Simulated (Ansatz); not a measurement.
**A hypothetical structure for SrV**

This structure for SrV is made up. Its elements were placed in a known structure type with a cell scaled to their sizes. What cell does the guess relax to, and how far off was it?

Method: DFT, PBEsol, plane-wave PAW, files of the set soft_1, scalar-relativistic, ferromagnetic start, cell and ions relaxed at zero pressure; PAW set soft_1, in the first sound run; inputs show where later runs differ, in Ansatz 0.2.0.

## Step 1: The starting structure

Symmetry: Pm-3m, No. 221, cubic system. Conventional cell: a = 3.923 Å, b = 3.923 Å, c = 3.923 Å, α = 90.00°, β = 90.00°, γ = 90.00°. Nearest to Sr lie 8 V at 3.40 Å. Nearest to V lie 8 Sr at 3.40 Å. Farther neighbours are not listed.

Coordinates:

```cif
data_structure
_symmetry_space_group_name_H-M 'Pm-3m'
_symmetry_Int_Tables_number 221
_cell_length_a 3.9230
_cell_length_b 3.9230
_cell_length_c 3.9230
_cell_angle_alpha 90.000
_cell_angle_beta 90.000
_cell_angle_gamma 90.000
_cell_volume 60.37
loop_
_atom_site_label
_atom_site_type_symbol
_atom_site_symmetry_multiplicity
_atom_site_Wyckoff_symbol
_atom_site_fract_x
_atom_site_fract_y
_atom_site_fract_z
_atom_site_occupancy
Sr1 Sr 1 b 0.50000 0.50000 0.50000 1
V1 V 1 a 0.00000 0.00000 0.00000 1
```

## Step 2: Relaxation of the guess

The guess takes its coordinates from another compound and its volume from a rule, so the cell and any free coordinates are relaxed together.

input.yaml

```yaml
crystal:
  lattice:
    - [3.923, 0.0, 0.0]
    - [0.0, 3.923, 0.0]
    - [0.0, 0.0, 3.923]
  atoms:
    - { symbol: Sr, position: [0.5, 0.5, 0.5] }
    - { symbol: V, position: [0.0, 0.0, 0.0], spin: 2.0 }
magnetization:
  spin_polarized: true
kpoints:
  mp_grid: { grid: [7, 7, 7] }
scf:
  occupations: { method: fermi_dirac, width: 0.05 }
hamiltonian:
  xc: pbesol
  pseudopotentials: { kind: paw, azcp: { folder: soft_1 }, xc_functional: pbe }
relax:
  f_tol: 0.015
  max_steps: 70
  cell: {}
output:
  forces: true
  stress: true
```

Started as:

```console
> ansatz run input.yaml --threads 4 --pin off --max-ram 8192MiB --backend cpu --events-out ev --progress --plain --runs-dir out
```

Numbers of over 12 decimals in the logs are rounded to 6 here.

Log:

```text
Engine: ansatz 0.2.0, aarch64-unknown-linux-gnu
Pseudopotentials: kind: paw
Pseudopotential: Sr, paw, valence charge 10, recommended cutoff 420 eV (normal), soft_1/Sr.paw.azcp
Pseudopotential: V, paw, valence charge 13, recommended cutoff 420 eV (normal), soft_1/V.paw.azcp
Functional definition: PBEsol
  exchange = pbesol_x
  correlation = pbesol_c
Crystal: 2 atoms, lattice volume = 60.375 Å³
Basis set: ecut = 420 eV, 1189 PW (Γ), exchange–correlation on 54×54×54 points (8 copies of the dense FFT grid, shifted against one another)
Bands: 17, of which v1, the nominal top of the filled ones, is band 12 counted from 1 (11 counted from 0)
Symmetry: 48 space group operations
Space group: Pm-3m (ITA 221), of the structure as read, at distance tolerance 3.9e-5 Å
Magnetic group: BNS 221.92 (UNI 1594), of the structure as read, at distance tolerance 3.9e-5 Å
k-points: 20 of 343
Non-local potential: Sr, projectors of the file, l = 0: 3, l = 1: 2, l = 2: 2
Non-local potential: V, projectors of the file, l = 0: 3, l = 1: 2, l = 2: 3, l = 3: 1
PAW form: soft (Blöchl's): semilocal exchange-correlation on the pseudo side does not see the compensation charge
PAW frozen core: Sr, regenerated for the run's functional, and the local potential with it (the file was generated under x = pbe(κ = 0.804, μ = 0.219515), c = pbe(β = 0.066725))
PAW frozen core: V, regenerated for the run's functional, and the local potential with it (the file was generated under x = pbe(κ = 0.804, μ = 0.219515), c = pbe(β = 0.066725))
PAW one-centre angular grid: Sr, 110 points (default); XC on 64 Gauss nodes
PAW one-centre angular grid: V, 590 points (default); XC on 64 Gauss nodes
Initial density: superposition of atomic densities (chi_scale 0.1, normalization cell)
Starting moments: Σ|m| = 2 μB on 1 of 2 sites
Initial wavefunctions: pseudopotential atomic-orbital guess
Functional: x = pbesol(κ = 0.804, μ = 0.123457), c = pbesol(β = 0.046)
iter 1 solved again at ethr=3.75e-4 eV; its pass at ethr=3.10e-3 eV (dr2=8.63e-2 eV) is discarded
SCF iter   1: F=—  HF=-6374.579541 eV  |F-HF|=—  |Δ(HF+E_count)|=         —  Δρ=1.45e-2 (↑1.17e-2 ↓1.45e-2)  dr2=9.08e-2  dr2_m=7.83e-2  M=2.674 μB ∫|m|=2.675 μB  β_m=0.30  ethr=3.75e-4  ⟨swp⟩=1.0  Hψ=5112  notcnv=0
Mixer restart at iter 1: flushing history
preconditioner: auto → Kerker (q_TF=auto, 2.323 Å⁻¹)  [metal: Δε(μ)=0.021 eV  Ē_g=9.986 eV  σ=0.050 eV  W_gap=0.10  n_scr=18 (ndim 8)  ℏωp=17.2 eV  f_vac=0.000  D(μ)=7.12/eV (n_scr^D=92)]
spin=Collinear: Kerker preconditioning applied to the charge; magnetization (m = ρ↑ − ρ↓) channel mixes plain (no charge-response kernel on spin).
SCF iter   2: F=—  HF=-6374.753328 eV  |F-HF|=—  |Δ(HF+E_count)|=         —  Δρ=2.60e-2 (↑2.56e-2 ↓2.60e-2)  dr2=4.18e-2  dr2_m=3.48e-1  M=3.390 μB ∫|m|=3.390 μB  β_m=1.00  ethr=3.75e-4  ⟨swp⟩=2.0  Hψ=990  notcnv=0
Mixer restart at iter 2: flushing history
SCF iter   3: F=—  HF=-6375.067355 eV  |F-HF|=—  |Δ(HF+E_count)|=   3.14e-1  Δρ=4.87e-2 (↑4.87e-2 ↓1.01e-2)  dr2=1.53e0  dr2_m=4.32e-1  M=4.369 μB ∫|m|=4.369 μB  β_m=0.30  ethr=2.17e-4  ⟨swp⟩=2.8  Hψ=1427  notcnv=0
SCF iter   4: F=—  HF=-6375.191687 eV  |F-HF|=—  |Δ(HF+E_count)|=   1.24e-1  Δρ=2.07e-2 (↑2.07e-2 ↓6.35e-3)  dr2=3.64e-1  dr2_m=8.55e-2  M=4.321 μB ∫|m|=4.321 μB  β_m=0.41  ethr=2.17e-4  ⟨swp⟩=3.0  Hψ=1705  notcnv=0  defer=3
SCF iter   5: F=—  HF=-6375.243028 eV  |F-HF|=—  |Δ(HF+E_count)|=   5.13e-2  Δρ=5.37e-3 (↑5.37e-3 ↓3.48e-3)  dr2=5.46e-2  dr2_m=5.78e-3  M=4.378 μB ∫|m|=4.378 μB  β_m=0.64  ethr=2.17e-4  ⟨swp⟩=2.8  Hψ=1448  notcnv=0  defer=3
SCF iter   6: F=—  HF=-6375.233440 eV  |F-HF|=—  |Δ(HF+E_count)|=   9.59e-3  Δρ=4.93e-3 (↑4.93e-3 ↓1.28e-3)  dr2=1.01e-2  dr2_m=4.44e-3  M=4.500 μB ∫|m|=4.500 μB  β_m=0.82  ethr=2.17e-4  ⟨swp⟩=2.5  Hψ=1247  notcnv=0  defer=4
SCF iter   7: F=—  HF=-6375.242829 eV  |F-HF|=—  |Δ(HF+E_count)|=   9.39e-3  Δρ=7.70e-4 (↑7.70e-4 ↓3.98e-4)  dr2=5.16e-4  dr2_m=8.74e-5  M=4.527 μB ∫|m|=4.527 μB  β_m=0.91  ethr=4.37e-5  ⟨swp⟩=2.5  Hψ=1209  notcnv=0  defer=4
SCF iter   8: F=—  HF=-6375.243318 eV  |F-HF|=—  |Δ(HF+E_count)|=   4.89e-4  Δρ=3.81e-4 (↑3.81e-4 ↓1.04e-4)  dr2=1.27e-4  dr2_m=2.15e-5  M=4.548 μB ∫|m|=4.548 μB  β_m=0.96  ethr=2.25e-6  ⟨swp⟩=2.0  Hψ=1187  notcnv=0  defer=4
SCF iter   9: F=—  HF=-6375.243316 eV  |F-HF|=—  |Δ(HF+E_count)|=   1.67e-6  Δρ=2.85e-5 (↑2.45e-5 ↓2.85e-5)  dr2=2.07e-6  dr2_m=8.88e-8  M=4.549 μB ∫|m|=4.549 μB  β_m=0.98  ethr=5.50e-7  ⟨swp⟩=1.6  Hψ=803  notcnv=0  defer=4
SCF iter  10: F=—  HF=-6375.243317 eV  |F-HF|=—  |Δ(HF+E_count)|=   6.81e-7  Δρ=9.50e-6 (↑9.50e-6 ↓7.13e-6)  dr2=2.01e-7  dr2_m=8.66e-9  M=4.549 μB ∫|m|=4.549 μB  β_m=0.99  ethr=9.01e-9  ⟨swp⟩=2.2  Hψ=856  notcnv=0  defer=4
SCF iter  11: F=—  HF=-6375.243317 eV  |F-HF|=—  |Δ(HF+E_count)|=   1.94e-8  Δρ=4.16e-6 (↑4.16e-6 ↓9.42e-7)  dr2=2.12e-8  dr2_m=2.19e-9  M=4.549 μB ∫|m|=4.549 μB  β_m=0.99  ethr=8.76e-10  ⟨swp⟩=2.0  Hψ=787  notcnv=0  defer=4
SCF iter  12: F=-6375.243317 eV  HF=-6375.243317 eV  |F-HF|=4.77e-10  |Δ(HF+E_count)|=   2.79e-9  Δρ=7.28e-7 (↑7.28e-7 ↓2.66e-7)  dr2=6.17e-10  dr2_m=5.63e-11  M=4.549 μB ∫|m|=4.549 μB  ethr=9.20e-11  ⟨swp⟩=2.2  Hψ=1962  notcnv=0
SCF 1 converged in 12 iterations: F = -6375.243317 eV  dr2 = 6.17e-10
  greatest PAW one-centre occupation: 0.999 electrons in one spin orbital (limit 2), on the V atom at site 1 (counted from 0), in its partial waves of l = 0
relax step   1: F+E_penalty+E_count = -6375.24331676 eV  Δ(F+E_penalty+E_count) = +0.000e0 eV  max|allowed force component| = 2.827e-30 eV/Å  Δτ_max = 0.0000 Å  P = -0.034 GPa  Ω = 60.375 Å³  (12 SCF iters, dr2 threshold 1.00e-7 eV, accepted)
Initial density: handed on by an earlier stage of this run
Starting moments: Σ|m| = 2 μB on 1 of 2 sites; this step starts from the density that it was given
Initial wavefunctions: pseudopotential atomic-orbital guess (no wavefunctions were taken with the density)
iter 1 solved again at ethr=6.41e-8 eV; its pass at ethr=3.10e-3 eV (dr2=1.47e-5 eV) is discarded
SCF iter   1: F=—  HF=-6375.243318 eV  |F-HF|=—  |Δ(HF+E_count)|=         —  Δρ=5.31e-7 (↑5.31e-7 ↓3.33e-7)  dr2=1.90e-10  dr2_m=5.06e-11  M=4.549 μB ∫|m|=4.549 μB  β_m=0.65  ethr=6.41e-8  ⟨swp⟩=4.0  Hψ=6540  notcnv=0
eigensolver tolerance schedule: the retry pair's looser diagonalisation over-reported the residual by 77697.13 of it (diagonalisation noise at an unbounded share of the residual, at the tolerance the schedule requests for it); recorded, not acted on — ethr = c·dr2/N_el stays at c = 1.0e-1
preconditioner: auto → none  [metal: Δε(μ)=0.028 eV  Ē_g=3.270 eV  σ=0.050 eV  W_gap=0.14  n_scr=6 (ndim 8)  ℏωp=12.6 eV  f_vac=0.000  D(μ)=2.33/eV (n_scr^D=18)]
SCF iter   2: F=—  HF=-6375.243317 eV  |F-HF|=—  |Δ(HF+E_count)|=   1.41e-6  Δρ=7.20e-7 (↑7.20e-7 ↓2.56e-7)  dr2=2.73e-10  dr2_m=9.79e-11  M=4.549 μB ∫|m|=4.549 μB  β_m=0.30  ethr=1.00e-12  ⟨swp⟩=4.2  Hψ=1866  notcnv=0
SCF iter   3: F=—  HF=-6375.243317 eV  |F-HF|=—  |Δ(HF+E_count)|=  4.55e-11  Δρ=2.80e-7 (↑2.80e-7 ↓2.31e-7)  dr2=1.85e-11  dr2_m=2.68e-11  M=4.549 μB ∫|m|=4.549 μB  β_m=0.65  ethr=1.00e-12  ⟨swp⟩=2.0  Hψ=996  notcnv=0
SCF iter   4: F=—  HF=-6375.243317 eV  |F-HF|=—  |Δ(HF+E_count)|=  3.37e-11  Δρ=1.05e-7 (↑1.05e-7 ↓8.47e-8)  dr2=2.09e-12  dr2_m=4.35e-12  M=4.549 μB ∫|m|=4.549 μB  β_m=0.73  ethr=1.00e-12  ⟨swp⟩=1.0  Hψ=680  notcnv=0
SCF iter   5: F=-6375.243317 eV  HF=-6375.243317 eV  |F-HF|=6.37e-12  |Δ(HF+E_count)|=  1.64e-11  Δρ=1.60e-7 (↑1.60e-7 ↓7.36e-8)  dr2=1.30e-11  dr2_m=4.55e-12  M=4.549 μB ∫|m|=4.549 μB  ethr=1.00e-12  ⟨swp⟩=4.7  Hψ=2768  notcnv=0
SCF 2 converged in 5 iterations: F = -6375.243317 eV  dr2 = 1.30e-11
relax step   2: F+E_penalty+E_count = -6375.24331676 eV  Δ(F+E_penalty+E_count) = -5.666e-10 eV  max|allowed force component| = 9.861e-31 eV/Å  Δτ_max = 0.0000 Å  P = -0.034 GPa  Ω = 60.375 Å³  stress off target by 3.41e-2 GPa  SCF on the basis re-selected at this cell (its energy is not comparable with the rows above)  (5 SCF iters)
basis re-selected at this cell: Δ(F+E_penalty+E_count) = -5.666e-10 eV, ΔP = -0.000 GPa vs the last step (what re-selecting the basis moved, of the pressure what is left beyond the Pulay correction that the steps carried, after the strain that the cell walked since its last selection, with what the two solves' SCF thresholds leave and, on support functions, any second-order correction that the steps lacked; it is no  [...]
SCF converged after 5 iterations
Magnetization: 4.5487 μB (13.7743 up, 9.2257 down)
Absolute magnetization: 4.5487 μB (∫|ρ↑−ρ↓|, with the PAW one-centre terms)
Spin contamination: 0.0117 ħ² per cell (⟨S²⟩ above its minimum at these occupations)
Per-site moments (μB) at R_I (Å): [(0.267967, 1.401435), (3.417181, 1.401435)]
Free energy (F): -6375.243317 eV
Harris-Foulkes:  -6375.243317 eV  (|F-HF|=6.37e-12)
Internal energy: -6375.222773 eV  (E = F + TS)
E sigma→0 (E₀):  -6375.233045 eV
Entropy (-TS):   -0.020544 eV (-10.272 meV/atom)
Fermi energy:    7.984115 eV
--- Per-component energies (eV) ---
  E_band       = -342.507213
  E_kinetic    = 526.704014
  E_local      = -2193.327773  (includes V_loc(G=0)·N_el)
  E_nonlocal   = 323.629176
  E_hartree    = 777.944520
  E_xc         = -284.542594
  E_vxc        = -295.967313  (∫ρ·V_xc dr)
  E_paw        = -3742.502057  (= ΣΔE_a)
  E_vpaw       = -259.435238  (= ΣTr[D̂ρ^β])
  E_aug_tail   = 0.001026  (compensation charges beyond the density's cutoff)
  E_ewald      = -1783.413113
  E_core_change = 0.284027  (= ΣΔE_core)
  E_smearing   = -0.020544  (= −TS)
  E_closure    = -0.000000  (closes the sum)
  Σ components = -6375.243317   (vs F -6375.243317, Δ=0.00e0)
--- Forces (eV/Å), atoms counted from 1 ---
  atom   1  Sr    -0.00000000    -0.00000000     0.00000000
  atom   2  V     -0.00000000    -0.00000000     0.00000000
  max |Σ_I F_I| component: 5.39e-30 eV/Å
--- Stress (GPa, compression-positive) ---
       -0.034132      -0.000000       0.000000
        0.000000      -0.034132       0.000000
       -0.000000       0.000000      -0.034132
  P = ⅓ Tr σ = -0.0341 GPa (-0.341 kbar)
--- Relaxed structure (1 steps of the walk, 1 accepted, 1 SCFs on fresh bases) ---
  F+E_penalty+E_count = -6375.24331676 eV   max|allowed force component| = 9.861e-31 eV/Å   (the final SCF, on the basis selected at the relaxed cell)
  cell:  # Å, volume = 60.3747 Å³
    - [3.923, 0.0, 0.0]
    - [0.0, 3.923, 0.0]
    - [0.0, 0.0, 3.923]
  atoms:
    - { symbol: Sr, position: [0.5, 0.5, 0.5] }
    - { symbol: V, position: [0.0, 0.0, 0.0] }
```

It took 2 s on 4 threads of Arm Neoverse V1, shared host; peak memory 0.33 GiB; 6.9 s of CPU time.

Little changed from the start: no atom moved by 0.005 Å and no cell edge by 0.1 %.

Numbers from this step:

```yaml
free_energy: -6375.2433 eV
energy_at_zero_smearing: -6375.2330 eV
smearing_term_ts: 0.02054 eV
fermi_energy: 7.984 eV
magnetization: 4.549 μB
absolute_magnetization: 4.549 μB
site_moments: 0.2680, 3.417 μB
electrons: 23
symmetry_operations: 48
pressure: -0.03413 GPa
```

Site moment by atom:

```csv
atom,site moment (μB)
Sr1,0.27
V2,3.42
```

Shortest distances by pair of elements, guess and relaxed (not always the same contact):

```
 pair  guess (Å)  relaxed (Å)
 Sr–V      3.397        3.397
Sr–Sr      3.923        3.923
  V–V      3.923        3.923
```

## Step 3: Electronic structure of the relaxed cell

A second self-consistent run takes a narrower smearing and the mesh shown in its input; the bands follow along the standard path of the relaxed lattice.

This step: DFT, PBEsol, plane-wave PAW, files of the set soft_1, scalar-relativistic, ferromagnetic start, bands and density of states at the relaxed cell; PAW set soft_1 (Ansatz 0.2.0).

input.yaml

```yaml
crystal:
  lattice:
    - [3.923, 0.0, 0.0]
    - [0.0, 3.923, 0.0]
    - [0.0, 0.0, 3.923]
  atoms:
    - { symbol: Sr, position: [0.5, 0.5, 0.5] }
    - { symbol: V, position: [0.0, 0.0, 0.0], spin: 3.4 }
magnetization:
  spin_polarized: true
kpoints:
  mp_grid: { grid: [8, 8, 8] }
  band_path:
    path:
      - [[0.0, 0.0, 0.0], [0.0, 0.5, 0.0], [0.5, 0.5, 0.0], [0.0, 0.0, 0.0], [0.5, 0.5, 0.5], [0.0, 0.5, 0.0]]
      - [[0.5, 0.5, 0.0], [0.5, 0.5, 0.5]]
    npoints: 13
scf:
  occupations: { method: fermi_dirac, width: 0.03 }
  n_extra_bands: 8
hamiltonian:
  xc: pbesol
  pseudopotentials: { kind: paw, azcp: { folder: soft_1 }, xc_functional: pbe }
output:
  forces: true
  stress: true
  write_bands: true
  dos: { projected: true }
  write_density: true
  write_potential: true
  elf: true
  volumetric_format: npy
```

Log:

```text
Warning: where an SCF of this run starts from atoms to list the orders of its open shells, V (site 1, from 0) starts with 3.00 μB on its 3d shell, in the place of the 3.40 μB that the deck gives it: its open shells can hold no more by Hund's first rule. To start from spheres of the given moment, type scf.initial_density.shell_occupations: []
[...]
Crystal: 2 atoms, lattice volume = 60.375 Å³
Basis set: ecut = 420 eV, 1189 PW (Γ), exchange–correlation on 54×54×54 points (8 copies of the dense FFT grid, shifted against one another)
Bands: 20, of which v1, the nominal top of the filled ones, is band 12 counted from 1 (11 counted from 0)
Symmetry: 48 space group operations
[...]
k-points: 35 of 512
[...]
Starting moments: Σ|m| = 3.4 μB on 1 of 2 sites
[...]
SCF iter  11: F=-6375.244470 eV  HF=-6375.244470 eV  |F-HF|=2.63e-9  |Δ(HF+E_count)|=   5.57e-9  Δρ=2.02e-6 (↑2.02e-6 ↓5.03e-7)  dr2=3.70e-9  dr2_m=6.00e-10  M=4.721 μB ∫|m|=4.721 μB  ethr=8.14e-11  ⟨swp⟩=9.1  Hψ=7779  notcnv=0
SCF 1 converged in 11 iterations: F = -6375.244470 eV  dr2 = 3.70e-9
[...]
NSCF: frozen V_eff on 80 k-points
SCF converged after 11 iterations
Magnetization: 4.7215 μB (13.8607 up, 9.1393 down)
Absolute magnetization: 4.7215 μB (∫|ρ↑−ρ↓|, with the PAW one-centre terms)
[...]
Per-site moments (μB) at R_I (Å): [(0.296861, 1.401435), (3.480748, 1.401435)]
Free energy (F): -6375.244470 eV
[...]
Internal energy: -6375.239588 eV  (E = F + TS)
E sigma→0 (E₀):  -6375.242029 eV
Entropy (-TS):   -0.004882 eV (-2.441 meV/atom)
Fermi energy:    8.037435 eV
[...]
--- Stress (GPa, compression-positive) ---
        0.017511      -0.000000       0.000000
       -0.000000       0.017511       0.000000
        0.000000       0.000000       0.017511
  P = ⅓ Tr σ = 0.0175 GPa (0.175 kbar)
--- Band table (eV; the first three rows and the last of 70) ---
  k-point 0 ↑: bands = [... 8 lower, 3.0145, 6.6075, 6.6075, 7.9074, 7.9074, 7.9074, 10.7890, 10.7890, ... 4 higher]
  k-point 1 ↑: bands = [... 8 lower, 3.2201, 6.6760, 6.6880, 7.8812, 7.8812, 7.9279, 10.6130, 10.6762, ... 4 higher]
  k-point 2 ↑: bands = [... 8 lower, 3.8034, 6.7662, 6.9059, 7.8217, 7.8217, 7.9787, 9.8439, 10.3723, ... 4 higher]
  k-point 34 ↓: bands = [... 8 lower, 8.7425, 8.7425, 8.7425, 9.7406, 9.7406, 9.7406, 11.0921, 11.0921, ... 4 higher]
```

The job ended after 3.8 s (4 threads; peak memory 0.37 GiB).

Reading the cycles: dr2 is the Hartree energy of the density residual (eV), the measure of convergence; HF is the Harris–Foulkes estimate of the energy, which meets the free energy F at convergence.

Numbers from this step:

| Quantity | Value |
| --- | --- |
| free energy | -6375.2445 eV |
| energy at zero smearing | -6375.2420 eV |
| smearing term TS | 0.004882 eV |
| Fermi energy | 8.037 eV |
| magnetization | 4.721 μB |
| absolute magnetization | 4.721 μB |
| site moments | 0.2969, 3.481 μB |
| pressure | 0.01751 GPa |

bands.tsv at the labelled points (eV, zero at the Fermi level; the bands that come nearest the Fermi level along the path):

```tsv
point	band_10_up	band_11_up	band_12_up	band_13_up	band_14_up	band_8_dn	band_9_dn	band_10_dn
Γ	-1.43	-0.13	-0.13	-0.13	2.75	-3.63	0.21	0.21
X	-0.73	-0.29	-0.29	0.02	0.71	-1.08	-0.86	1.46
M	-0.66	-0.66	0.53	0.53	0.57	-0.88	0.09	1.76
Γ	-1.43	-0.13	-0.13	-0.13	2.75	-3.63	0.21	0.21
R	-0.78	-0.47	-0.47	-0.47	0.60	0.71	0.71	0.71
X	-0.73	-0.29	-0.29	0.02	0.71	-1.08	-0.86	1.46
M	-0.66	-0.66	0.53	0.53	0.57	-0.88	0.09	1.76
R	-0.78	-0.47	-0.47	-0.47	0.60	0.71	0.71	0.71
```

Site moment by atom:

```csv
atom,site moment (μB)
Sr1,0.30
V2,3.48
```

Spin density in the ac plane at fractional y = 0.000, with atoms of V within 0.2 Å of it.

Values in e/Å³, 13 rows by 14 columns, each cell a mean:
```
2.4 1.6 0.6 0.2 0.1 0.1 0.0 0.0 0.0 0.1 0.1 0.3 0.9 1.9
0.9 0.8 0.4 0.2 0.1 0.0 0.0 0.0 0.0 0.1 0.1 0.2 0.5 0.8
0.2 0.2 0.2 0.1 0.1 0.0 0.0 0.0 0.0 0.0 0.1 0.1 0.2 0.2
0.1 0.1 0.1 0.1 0.0 0.0 0.0 0.0 0.0 0.0 0.0 0.1 0.1 0.1
0.1 0.1 0.0 0.0 0.0 0.0 0.0 0.0 0.0 0.0 0.0 0.0 0.0 0.1
0.0 0.0 0.0 0.0 0.0 0.0 0.0 0.0 0.0 0.0 0.0 0.0 0.0 0.0
0.0 0.0 0.0 0.0 0.0 0.0 0.0 0.0 0.0 0.0 0.0 0.0 0.0 0.0
0.0 0.0 0.0 0.0 0.0 0.0 0.0 0.0 0.0 0.0 0.0 0.0 0.0 0.0
0.1 0.1 0.1 0.1 0.0 0.0 0.0 0.0 0.0 0.0 0.0 0.1 0.1 0.1
0.1 0.1 0.1 0.1 0.1 0.0 0.0 0.0 0.0 0.0 0.1 0.1 0.1 0.1
0.5 0.4 0.3 0.1 0.1 0.0 0.0 0.0 0.0 0.1 0.1 0.2 0.3 0.5
1.9 1.4 0.6 0.2 0.1 0.1 0.0 0.0 0.0 0.1 0.1 0.2 0.8 1.6
3.2 2.1 0.6 0.2 0.1 0.1 0.0 0.0 0.0 0.1 0.1 0.2 1.0 2.4
```
Columns run along a (3.9 Å), rows up along c (3.9 Å). Atoms in or near the plane, at fractional coordinates: V at (0.00, 0.00).

Electrostatic potential energy in the ac plane at fractional y = 0.000, with atoms of V within 0.2 Å of it. With pseudopotentials it is smooth inside the atoms' cores, unlike the true potential.

Ten even steps from '_' (-32 eV) to '@' (11 eV), each cell a mean:
```
____..++%%@@@@@@@@@@%%==____
____--##%%@@@@@@@@@@%%**::__
==++##%%@@@@@@@@@@@@@@%%**++
%%%%@@@@@@@@@@@@@@@@@@@@%%%%
@@@@@@@@@@@@@@@@@@@@@@@@@@@@
@@@@@@@@@@@@@@@@@@@@@@@@@@@@
@@@@@@@@@@@@@@@@@@@@@@@@@@@@
@@@@@@@@@@@@@@@@@@@@@@@@@@@@
%%@@@@@@@@@@@@@@@@@@@@@@@@@@
****%%@@@@@@@@@@@@@@@@%%##**
..::++%%@@@@@@@@@@@@%%##==..
____..**%%@@@@@@@@@@%%==____
______==%%@@@@@@@@@@##--____
```
Columns run along a (3.9 Å; values clipped at the 3rd and 97th percentile), rows up along c (3.9 Å). Atoms in or near the plane, at fractional coordinates: V at (0.00, 0.00).

Valence density in the ac plane at fractional y = 0.000, with atoms of V within 0.2 Å of it. It is the smooth field of the valence electrons, not physical close to the nuclei.

Values in e/Å³, 13 rows by 14 columns, each cell a mean:
```
12  8  3  1  0  0  0  0  0  0  0  1  4  9
 5  3  1  0  0  0  0  0  0  0  0  0  2  4
 1  1  0  0  0  0  0  0  0  0  0  0  0  1
 0  0  0  0  0  0  0  0  0  0  0  0  0  0
 0  0  0  0  0  0  0  0  0  0  0  0  0  0
 0  0  0  0  0  0  0  0  0  0  0  0  0  0
 0  0  0  0  0  0  0  0  0  0  0  0  0  0
 0  0  0  0  0  0  0  0  0  0  0  0  0  0
 0  0  0  0  0  0  0  0  0  0  0  0  0  0
 0  0  0  0  0  0  0  0  0  0  0  0  0  0
 3  2  1  0  0  0  0  0  0  0  0  0  1  2
10  7  2  0  0  0  0  0  0  0  0  1  4  8
16 10  3  1  0  0  0  0  0  0  0  1  5 12
```
Columns run along a (3.9 Å), rows up along c (3.9 Å). Atoms in or near the plane, at fractional coordinates: V at (0.00, 0.00).

## Step 4: Outcome

```json
{
  "space group, relaxed": "Pm-3m",
  "conventional cell": "a = 3.923, b = 3.923, c = 3.923 Å; α = 90.0°, β = 90.0°, γ = 90.0°",
  "volume per atom": "30.19 Å³ (guess 30.19)",
  "total moment": "4.55 μB in the cell of 2 atoms"
}
```

SrV relaxes to Pm-3m with a = 3.923, b = 3.923 and c = 3.923 Å. The guessed volume was near the relaxed one. The space group Pm-3m was held in the relaxation, so the end point is a stationary structure within it and may be a saddle against distortions or other arrangements. The input starts from parallel moments, and no other start was typed. Bands cross the Fermi level, so it is a metal or semimetal at this level. On the 8×8×8 mesh with the narrower smearing (relaxed on 7×7×7) the forces vanish, as symmetry may demand, and the largest stress component is 0.018 GPa, within the relaxation's thresholds of 0.015 eV/Å and 0.05 GPa. The cutoff wasn't tested. No dispersion term is used, so weakly bound directions may come out too long. Nothing here tests whether the compound is stable against decomposition.

[Logs are printed without paths, hosts, clocks, repeated set-up lines and the standing remarks that a program may print on its own settings, such as how far it seeks lower states.]

[Hosts, paths, dates, database ids (printed as entryN), source tags and the programs' standing remarks are cut or masked in the printed files.]
